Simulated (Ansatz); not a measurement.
An input for Ansatz 0.2.0 (Sr2TiSnO6 (Fm-3m)):

```yaml
crystal:
  lattice:
    - [0.0, 4.02926758, 4.02926758]
    - [4.02926758, 0.0, 4.02926758]
    - [4.02926758, 4.02926758, 0.0]
  atoms:
    - { symbol: Sr, position: [0.25, 0.25, 0.25] }
    - { symbol: Sr, position: [0.75, 0.75, 0.75] }
    - { symbol: Ti, position: [0.5, 0.5, 0.5] }
    - { symbol: Sn, position: [0.0, 0.0, 0.0] }
    - { symbol: O, position: [0.7439920114, 0.2560079886, 0.2560079886] }
    - { symbol: O, position: [0.2560079886, 0.7439920114, 0.7439920114] }
    - { symbol: O, position: [0.2560079886, 0.7439920114, 0.2560079886] }
    - { symbol: O, position: [0.7439920114, 0.2560079886, 0.7439920114] }
    - { symbol: O, position: [0.2560079886, 0.2560079886, 0.7439920114] }
    - { symbol: O, position: [0.7439920114, 0.7439920114, 0.2560079886] }
kpoints:
  mp_grid: { grid: [4, 4, 4] }
  band_path:
    path:
      - [0.0, 0.0, 0.0]
      - [0.5, 0.0, 0.5]
      - [0.625, 0.25, 0.625]
      - [0.375, 0.375, 0.75]
      - [0.5, 0.5, 0.5]
      - [0.5, 0.25, 0.75]
    npoints: 1
hamiltonian:
  xc: hse06
  pseudopotentials: { kind: paw, azcp: { folder: soft_1 } }
scf:
  occupations: { method: fixed }
  n_extra_bands: 7
output:
  eigenvalues: true
  write_density: true
  write_potential: true
  elf: true
  volumetric_format: npy
```

```sh
ansatz run input.yaml --threads 2 --pin off --max-ram 92160MiB --backend cuda --events-out ev --progress --plain --runs-dir out --devices 1 --max-vram 13GiB
```

Question: How long will it take on 1 × NVIDIA H100 80GB HBM3 (shared by 6 runs) with 2 threads of AMD EPYC 7R13 (Zen 3), shared host, and how much memory?

It took 33 s; on shared hardware allow 16 s to 65 s. Peak host memory was 1.4 GiB. The sizes that set the cost: 2637 plane waves a state, 8 irreducible k points and 18 SCF cycles.

Exact exchange couples every pair of k points and filled bands, so it costs far more than a semilocal run.

[Paths, hosts, dates, memory and timing lines, banners, echoed tables and standing remarks are left out of the program output.]

[Logs are printed without paths, hosts, clocks, repeated set-up lines and the standing remarks that a program may print on its own settings, such as how far it seeks lower states.]

[Runs of the session that timed out or met a known fault of the program may be left out.]

[Cells called generated may have been cut or substituted from an entry of the Crystallography Open Database or the Materials Project.]

[Hosts, paths, dates, database ids (printed as entryN), source tags and the programs' standing remarks are cut or masked in the printed files.]
